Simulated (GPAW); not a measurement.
**The basis that the transmission of a Si chain with a Li atom on top of one atom needs**

How well does a Si chain with a Li atom on top of one atom conduct at low bias, and how far do basis and functional move the answer?

Calculated with GPAW 26.7.0; GPAW LCAO, PAW setups; Landauer transmission from Green's functions with principal layers (ASE), zero bias.

This is a report of a sequence of runs, with most program output left out.

### 1. Starting point

The cell holds 12 atoms: 11 Si and 1 Li. Its edges and angles: a = 9.000 Å, b = 9.000 Å, c = 24.200 Å, α = 90.0°, β = 90.0°, γ = 90.0°. Regions: left lead, 5 atoms (5 Si); channel, 2 atoms (1 Si and 1 Li); right lead, 5 atoms (5 Si). Vacuum lies along a and b. The structure is stacked along c, and the current runs across the ab planes.

### 2. GPAW, dzp

Localised orbitals split the wire into layers that couple to their neighbours alone, which is what the Green's function method needs; double zeta with polarisation is the usual level for numbers.

run.py reads:

```python
import json
import numpy as np
from ase import Atoms
from ase.transport.calculators import TransportCalculator
from gpaw import GPAW, FermiDirac
from gpaw.lcao.tools import get_lcao_hamiltonian
from scipy.linalg import eigh

# The junction with lead layers at both ends, along the third cell vector
device = Atoms(
    ['Si', 'Si', 'Si', 'Si', 'Si', 'Si', 'Li', 'Si', 'Si', 'Si', 'Si', 'Si'],
    positions=[
        [4.50000, 4.50000, 1.10000],
        [4.50000, 4.50000, 3.30000],
        [4.50000, 4.50000, 5.50000],
        [4.50000, 4.50000, 7.70000],
        [4.50000, 4.50000, 9.90000],
        [4.50000, 4.50000, 12.10000],
        [6.89220, 4.50000, 12.10000],
        [4.50000, 4.50000, 14.30000],
        [4.50000, 4.50000, 16.50000],
        [4.50000, 4.50000, 18.70000],
        [4.50000, 4.50000, 20.90000],
        [4.50000, 4.50000, 23.10000]],
    cell=[[9.0, 0.0, 0.0], [0.0, 9.0, 0.0], [0.0, 0.0, 24.2]],
    pbc=True)

# One principal layer of the lead: the first 3 atoms of the device
lead = Atoms(
    ['Si', 'Si', 'Si'],
    positions=[
        [4.50000, 4.50000, 1.10000],
        [4.50000, 4.50000, 3.30000],
        [4.50000, 4.50000, 5.50000]],
    cell=[[9.0, 0.0, 0.0], [0.0, 9.0, 0.0], [0.0, 0.0, 6.6]],
    pbc=True)

settings = dict(mode='lcao', basis='dzp', xc='PBE', h=0.2,
                occupations=FermiDirac(0.1), maxiter=250,
                mixer=dict(beta=0.1, nmaxold=8, weight=100.0),
                convergence=dict(density=0.0001))
energies = np.arange(-2, 2 + 1e-9, 0.05)
eta = 0.0001
n1, n2 = 1, 1
# k and -k transmit alike, so half of the mesh across the current serves
mesh = [(i, j) for i in range(n1) for j in range(n2) if (i, j) <= (-i % n1, -j % n2)]
weights = np.array([1 if (i, j) == (-i % n1, -j % n2) else 2 for i, j in mesh]) / (n1 * n2)

# [... helper functions left out ...]
fermi_lead = ground_state(lead, (1, 1, 17), 'lead.txt')
fermi_device = ground_state(device, (1, 1, 3), 'device.txt')
# [... loop over the mesh left out, but for ...]
        # Shift the lead onto the potential of the device's first layer
        shift = ((H[:, 0, 0] - H0[:, 0, 0]) / S0[0, 0]).real.mean()
# [...]
kT = 8.617333e-5 * 500
bias = [0.1, 0.2, 0.5, 1.0, 1.5, 2.0]
# [... integrals and printing left out ...]
```

Command:

```bash
OMP_NUM_THREADS=1 OPENBLAS_NUM_THREADS=1 python run.py
```

Run time: 26 s. Hardware: 1 thread of Arm Neoverse V2, shared host; peak memory 0.81 GiB.

Numbers from this step:

| Property | Result |
| --- | --- |
| conductance | 2.970 G₀ |
| largest coupling past the next principal layer | 5.06e-5 eV |
| largest misfit of the first principal layer | 0.03076 eV |
| shift that aligns the lead | -0.02282 eV |
| basis functions of the junction | 148 |
| basis functions of a principal layer | 39 |
| transmission at the Fermi level (one spin) | 2.971 |

One spin. Transmission, zone mean against energy, zero at the Fermi level:

energy (eV), transmission, zone mean and a bar:
```
    -2.00       0.00 
    -1.85       0.00 
    -1.70       0.00 
    -1.60       0.00 
    -1.45       0.00 
    -1.30       1.40 ##############
    -1.15       1.76 ##################
    -1.05       1.81 ##################
    -0.90       2.77 ############################
    -0.75       2.88 #############################
    -0.60       2.92 #############################
    -0.50       2.94 ##############################
    -0.35       2.95 ##############################
    -0.20       2.96 ##############################
    -0.05       2.97 ##############################
     0.00       2.97 ##############################
     0.05       2.97 ##############################
     0.20       2.97 ##############################
     0.35       2.97 ##############################
     0.50       2.97 ##############################
     0.60       2.97 ##############################
     0.75       2.97 ##############################
     0.90       2.97 ##############################
     1.05       2.97 ##############################
     1.15       2.97 ##############################
     1.30       2.97 ##############################
     1.45       2.97 ##############################
     1.60       2.97 ##############################
     1.70       2.97 ##############################
     1.85       2.97 ##############################
     2.00       2.97 ##############################
```

Not self-consistent under bias; the bias window is split evenly. Current through one cell, from the zero-bias transmission against bias:

```csv
bias (V),"current through one cell, from the zero-bias transmission (μA)"
0.100,23.0
0.200,46.0
0.500,115
1.000,230
1.500,344
2.000,450
```

The transmission of the three most open eigenchannels by energy, zero at the Fermi level:

```csv
energy (eV),channel 1,channel 2,channel 3
-1.400,7.7e-8,2.2e-8,2.2e-10
-1.200,0.896,0.803,2.9e-9
-1.000,0.962,0.0615,0.00758
-0.800,0.996,0.981,0.882
-0.600,0.999,0.990,0.935
-0.400,0.999,0.994,0.957
-0.200,0.999,0.996,0.969
0.000,0.998,0.997,0.975
0.200,0.997,0.997,0.979
0.400,0.998,0.997,0.980
0.600,0.998,0.996,0.981
0.800,0.997,0.995,0.982
1.000,0.997,0.994,0.982
1.200,0.997,0.993,0.983
1.400,0.998,0.992,0.984
1.600,0.998,0.991,0.985
1.800,0.998,0.991,0.985
2.000,0.998,0.991,0.985
```

Couplings past the next layer reach 5.1e-5 eV, small enough to drop; the matrix elements of the cell's first layer differ from the bulk lead's by up to 0.031 eV. That layer keeps its own values in the calculation, and only beyond it is the lead taken as perfect. The Fermi levels of lead and junction count from different zeros of potential, one for each periodic cell; with both set to zero, the small remaining shift is what aligns them. By hand: G = 2.970 × 77.48 μS = 230 μS, a resistance of 4.34 kΩ; at 0.1 V a linear junction would pass 23.0 μA, and the integral over the bias window gives 23.0 μA.

### 3. Single-zeta polarised basis

The second zeta is dropped, the polarisation orbitals stay.

run.py: that of step 2 with these lines changed.

```diff
@@ -37,3 +37,3 @@
 
-settings = dict(mode='lcao', basis='dzp', xc='PBE', h=0.2,
+settings = dict(mode='lcao', basis='szp(dzp)', xc='PBE', h=0.2,
                 occupations=FermiDirac(0.1), maxiter=250,
```

Elapsed: 21 s, on 1 thread; peak memory 0.8 GiB.

Numbers from this step:

- conductance: 2.976 G₀
- largest coupling past the next principal layer: 5.09e-5 eV
- largest misfit of the first principal layer: 0.03943 eV
- shift that aligns the lead: -0.02574 eV
- basis functions of the junction: 103
- basis functions of a principal layer: 27
- transmission at the Fermi level (one spin): 2.976

One spin. Table of transmission, zone mean by energy, zero at the Fermi level:

energy (eV), transmission, zone mean and a bar:
```
    -2.00       0.00 
    -1.90       0.00 
    -1.80       0.00 
    -1.70       0.00 
    -1.55       0.00 
    -1.45       0.00 
    -1.35       0.00 
    -1.25       0.00 
    -1.15       2.52 #########################
    -1.05       2.78 ############################
    -0.90       2.87 #############################
    -0.80       2.91 #############################
    -0.70       2.93 #############################
    -0.60       2.94 ##############################
    -0.50       2.95 ##############################
    -0.40       2.96 ##############################
    -0.25       2.97 ##############################
    -0.15       2.97 ##############################
    -0.05       2.97 ##############################
     0.00       2.98 ##############################
     0.05       2.98 ##############################
     0.15       2.98 ##############################
     0.25       2.98 ##############################
     0.40       2.98 ##############################
     0.50       2.98 ##############################
     0.60       2.98 ##############################
     0.70       2.98 ##############################
     0.80       2.98 ##############################
     0.90       2.98 ##############################
     1.05       2.98 ##############################
     1.15       2.98 ##############################
     1.25       2.98 ##############################
     1.35       2.98 ##############################
     1.45       2.98 ##############################
     1.55       2.98 ##############################
     1.70       2.98 ##############################
     1.80       2.98 ##############################
     1.90       2.98 ##############################
     2.00       2.98 ##############################
```

Not self-consistent under bias; the bias window is split evenly. The current through one cell, from the zero-bias transmission by bias:

```csv
bias (V),"current through one cell, from the zero-bias transmission (μA)"
0.100,23.1
0.200,46.1
0.500,115
1.000,230
1.500,345
2.000,458
```

Table of transmission of the three most open eigenchannels by energy, zero at the Fermi level:

```csv
energy (eV),channel 1,channel 2,channel 3
-1.400,1.8e-9,1.7e-9,3.0e-11
-1.200,0.873,0.798,1.1e-6
-1.000,0.995,0.952,0.866
-0.800,0.999,0.979,0.927
-0.600,0.999,0.990,0.954
-0.400,0.999,0.994,0.968
-0.200,0.999,0.996,0.976
0.000,0.998,0.997,0.981
0.200,0.998,0.997,0.983
0.400,0.998,0.997,0.983
0.600,0.998,0.996,0.983
0.800,0.998,0.996,0.983
1.000,0.998,0.995,0.984
1.200,0.998,0.994,0.984
1.400,0.998,0.994,0.985
1.600,0.998,0.993,0.986
1.800,0.998,0.993,0.986
2.000,0.998,0.992,0.986
```

The conductance equals that of the dzp run to 0.2 %.

### 4. GPAW, sz: basis = "sz(dzp)"

One function for each valence shell of the setup, as for a first survey of a large system.

run.py: that of step 3 with these lines changed.

```diff
@@ -37,3 +37,3 @@
 
-settings = dict(mode='lcao', basis='szp(dzp)', xc='PBE', h=0.2,
+settings = dict(mode='lcao', basis='sz(dzp)', xc='PBE', h=0.2,
                 occupations=FermiDirac(0.1), maxiter=250,
```

Wall time 16 s (1 thread); peak memory 0.74 GiB.

This step gave:

```yaml
conductance: 2.966 G₀
largest_coupling_past_the_next_principal_layer: 5.12e-5 eV
largest_misfit_of_the_first_principal_layer: 0.05286 eV
shift_that_aligns_the_lead: -0.01783 eV
basis_functions_of_the_junction: 45
basis_functions_of_a_principal_layer: 12
transmission_at_the_fermi_level_one_spin: 2.967
```

The conductance equals that of the dzp run to 0.2 %.

### 5. RPBE in the dzp basis: xc = "RPBE"

Back in the dzp basis, the functional changes from PBE to RPBE, to set the spread between functionals beside that between bases.

run.py: that of step 4 with these lines changed.

```diff
@@ -37,3 +37,3 @@
 
-settings = dict(mode='lcao', basis='sz(dzp)', xc='PBE', h=0.2,
+settings = dict(mode='lcao', basis='dzp', xc='RPBE', h=0.2,
                 occupations=FermiDirac(0.1), maxiter=250,
```

Elapsed: 25 s, on 1 thread; peak memory 0.81 GiB.

Numbers from this step:

```
conductance                                    : 2.969 G₀
largest coupling past the next principal layer : 4.99e-5 eV
largest misfit of the first principal layer    : 0.03098 eV
shift that aligns the lead                     : -0.02032 eV
basis functions of the junction                : 148
basis functions of a principal layer           : 39
transmission at the Fermi level (one spin)     : 2.969
```

The conductance equals that of the dzp run to 0.2 %.

### 6. All levels side by side

Times are for 1 thread of Arm Neoverse V2, shared host. Results by setting:

```csv
no.,run,conductance (G₀),time,memory (GiB)
1,dzp,2.970,26 s,0.81
2,szp,2.976,21 s,0.8
3,sz,2.966,16 s,0.74
4,dzp RPBE,2.969,25 s,0.81
```

### 7. Comparison

The curves are compared point by point over the common energies.

This step: comparison of transmission and cost over codes and levels (GPAW 26.7.0).

Ladder, by row:

```csv
step,code,T at the Fermi level (sum over the listed spins),conductance (G0),r.m.s. T(E) from the first,wall time (s),peak memory (GiB),threads
dzp,GPAW,2.971,2.97,0,25.61,0.81,1
szp,GPAW,2.976,2.976,0.3644,21.29,0.8,1
sz,GPAW,2.967,2.966,0.3795,16.24,0.74,1
dzp-RPBE,GPAW,2.969,2.969,0.1193,25.46,0.81,1
```

Table of transmission, zone mean, sum over the listed spins by energy, zero at the Fermi level:

```csv
energy (eV),dzp,szp,sz,dzp-RPBE
-2.0000,2.1e-11,3.3e-11,1.9e-9,1.8e-11
-1.7500,2.4e-11,1.2e-11,1.8e-10,2.0e-11
-1.5000,2.5e-9,4.6e-10,1.2e-8,5.4e-9
-1.2500,1.60,1.6e-5,2.70,1.62
-1.0500,1.81,2.78,2.83,1.83
-1.0000,1.03,2.81,2.85,1.83
-0.7500,2.88,2.92,2.91,2.87
-0.5000,2.94,2.95,2.94,2.94
-0.2500,2.96,2.97,2.96,2.96
0.0000,2.97,2.98,2.97,2.97
0.2500,2.97,2.98,2.97,2.97
0.5000,2.97,2.98,2.97,2.97
0.7500,2.97,2.98,2.96,2.97
1.0000,2.97,2.98,2.96,2.97
1.2500,2.97,2.98,2.95,2.97
1.5000,2.97,2.98,2.95,2.97
1.7500,2.97,2.98,2.95,2.97
2.0000,2.97,2.98,2.95,2.97
```

### 8. Temperature 1000, density threshold 0.001, k-points along the lead 40

Temperature enters only through the Fermi window. The Hamiltonian is taken from the last density. The density threshold is one of the tests that end the cycle; the energy must settle too, so a loose value may not be the test that decides. The lead's own mesh along the current sets its density and potential; where the lead is aligned to the junction's end layer, a rigid shift drops out.

This step: GPAW LCAO, PAW setups; Landauer transmission from Green's functions with principal layers (ASE), zero bias (GPAW 26.7.0).

run.py: that of step 5 with these lines changed.

```diff
@@ -37,6 +37,6 @@
 
-settings = dict(mode='lcao', basis='dzp', xc='RPBE', h=0.2,
+settings = dict(mode='lcao', basis='dzp', xc='PBE', h=0.2,
                 occupations=FermiDirac(0.1), maxiter=250,
                 mixer=dict(beta=0.1, nmaxold=8, weight=100.0),
-                convergence=dict(density=0.0001))
+                convergence=dict(density=0.001))
 energies = np.arange(-2, 2 + 1e-9, 0.05)
@@ -49,3 +49,3 @@
 # [... helper functions left out ...]
-fermi_lead = ground_state(lead, (1, 1, 17), 'lead.txt')
+fermi_lead = ground_state(lead, (1, 1, 40), 'lead.txt')
 fermi_device = ground_state(device, (1, 1, 3), 'device.txt')
@@ -55,3 +55,3 @@
 # [...]
-kT = 8.617333e-5 * 500
+kT = 8.617333e-5 * 1000
 bias = [0.1, 0.2, 0.5, 1.0, 1.5, 2.0]
```

It took 23 s on 1 thread; peak memory 0.81 GiB.

Numbers from this step:

```
largest coupling past the next principal layer : 5.05e-5 eV
largest misfit of the first principal layer    : 0.02937 eV
shift that aligns the lead                     : -0.02785 eV
transmission at the Fermi level (one spin)     : 2.971
```

One spin. Transmission, zone mean against energy, zero at the Fermi level:

energy (eV), transmission, zone mean and a bar:
```
   -2.000       0.00 
   -1.800       0.00 
   -1.600       0.00 
   -1.400       0.00 
   -1.200       1.70 #################
   -1.050       1.81 ##################
   -1.000       1.01 ##########
   -0.800       2.86 #############################
   -0.600       2.92 #############################
   -0.400       2.95 ##############################
   -0.200       2.96 ##############################
    0.000       2.97 ##############################
    0.200       2.97 ##############################
    0.400       2.97 ##############################
    0.600       2.97 ##############################
    0.800       2.97 ##############################
    1.000       2.97 ##############################
    1.200       2.97 ##############################
    1.400       2.97 ##############################
    1.600       2.97 ##############################
    1.800       2.97 ##############################
    2.000       2.97 ##############################
```

Not self-consistent under bias; the bias window is split evenly. Table of current through one cell, from the zero-bias transmission by bias:

```csv
bias (V),"current through one cell, from the zero-bias transmission (μA)"
0.100,23.0
0.200,46.0
0.500,115
1.000,230
1.500,343
2.000,448
```

The transmission of the three most open eigenchannels by energy, zero at the Fermi level:

```csv
energy (eV),channel 1,channel 2,channel 3
-1.400,8.3e-8,2.4e-8,2.3e-10
-1.200,0.896,0.805,2.9e-9
-1.000,0.963,0.0284,0.0195
-0.800,0.996,0.981,0.882
-0.600,0.999,0.984,0.938
-0.400,0.999,0.994,0.957
-0.200,0.999,0.996,0.969
0.000,0.998,0.997,0.975
0.200,0.998,0.997,0.979
0.400,0.998,0.997,0.980
0.600,0.998,0.996,0.981
0.800,0.997,0.995,0.982
1.000,0.997,0.994,0.982
1.200,0.997,0.993,0.983
1.400,0.998,0.992,0.984
1.600,0.998,0.991,0.985
1.800,0.998,0.991,0.985
2.000,0.998,0.991,0.985
```

With these changes, and at 1000 K in place of 500 K, the conductance is 2.97 G₀ against 2.97 in the dzp run; T at the Fermi level, which temperature doesn't enter, is 2.97 against 2.97.

### 9. A second varied run

A last run, with other settings again.

run.py: that of step 8 with these lines changed.

```diff
@@ -34,3 +34,3 @@
         [4.50000, 4.50000, 5.50000]],
-    cell=[[9.0, 0.0, 0.0], [0.0, 9.0, 0.0], [0.0, 0.0, 6.6]],
+    cell=[[9.0, 0.0, 0.0], [0.0, 9.0, 0.0], [0.0, 0.0, 5.94]],
     pbc=True)
@@ -38,5 +38,5 @@
 settings = dict(mode='lcao', basis='dzp', xc='PBE', h=0.2,
-                occupations=FermiDirac(0.1), maxiter=250,
+                occupations=FermiDirac(0.1), maxiter=60,
                 mixer=dict(beta=0.1, nmaxold=8, weight=100.0),
-                convergence=dict(density=0.001))
+                convergence=dict(density=0.0001))
 energies = np.arange(-2, 2 + 1e-9, 0.05)
@@ -49,3 +49,3 @@
 # [... helper functions left out ...]
-fermi_lead = ground_state(lead, (1, 1, 40), 'lead.txt')
+fermi_lead = ground_state(lead, (1, 1, 17), 'lead.txt')
 fermi_device = ground_state(device, (1, 1, 3), 'device.txt')
@@ -55,3 +55,3 @@
 # [...]
-kT = 8.617333e-5 * 1000
+kT = 8.617333e-5 * 500
 bias = [0.1, 0.2, 0.5, 1.0, 1.5, 2.0]
```

Elapsed: 25 s, on 1 thread; peak memory 0.8 GiB.

The run finished. A setting was moved off its sound value on purpose, so it serves as a test and not as the result.

The fault put into the input: a lead period that doesn't match its atoms (period = 5.94).

The two runs compared:

```csv
quantity,this run,sound run,difference
conductance (G₀),8.153e-4,2.9704,-2.97
largest coupling past the next principal layer (eV),0.0049858,5.055e-5,0.00494
largest misfit of the first principal layer (eV),1.5985,0.030759,1.57
shift that aligns the lead (eV),1.3699,-0.022822,1.39
transmission at the Fermi level (one spin),1.442e-5,2.9707,-2.97
```

One result that differs is the transmission at the Fermi level (one spin), 1.4e-5 against 2.97.

### 10. Outcome

- conductance: 2.97 G₀
- transmission at the Fermi level, mean of the spins: 2.97
- thermopower: about 0 (under 1.5 μV/K)

What this shows: In the dzp basis the junction conducts 2.97 G₀ at 500 K, with T = 2.97 a spin at the Fermi level; the sz basis reaches that conductance within 10 %. At the Fermi level the three most open eigenchannels pass 1.00, 1.00 and 0.98. Measured against the first run (dzp), the nearest curve is that of dzp-RPBE (r.m.s. 0.12) and the farthest that of sz (0.38). Over the compared runs wall time goes from 16 s (sz) to 26 s (dzp), on a shared host. The geometry was built from estimated bond lengths and not relaxed, so the numbers describe this model structure. The run had no spin polarisation, so a magnetic state, which chains and small molecules with open shells often have, wasn't tested. An evenly spaced straight chain is an idealisation: free chains tend to dimerise, zigzag or, where a band edge lies near the Fermi level, turn magnetic. The currents use the zero-bias T(E) throughout, which holds only while the bias is small against the distance to the nearest feature.

[Logs are printed without paths, hosts, clocks, repeated set-up lines and the standing remarks that a program may print on its own settings, such as how far it seeks lower states.]

[Hosts, paths, dates, database ids (printed as entryN), source tags and the programs' standing remarks are cut or masked in the printed files.]
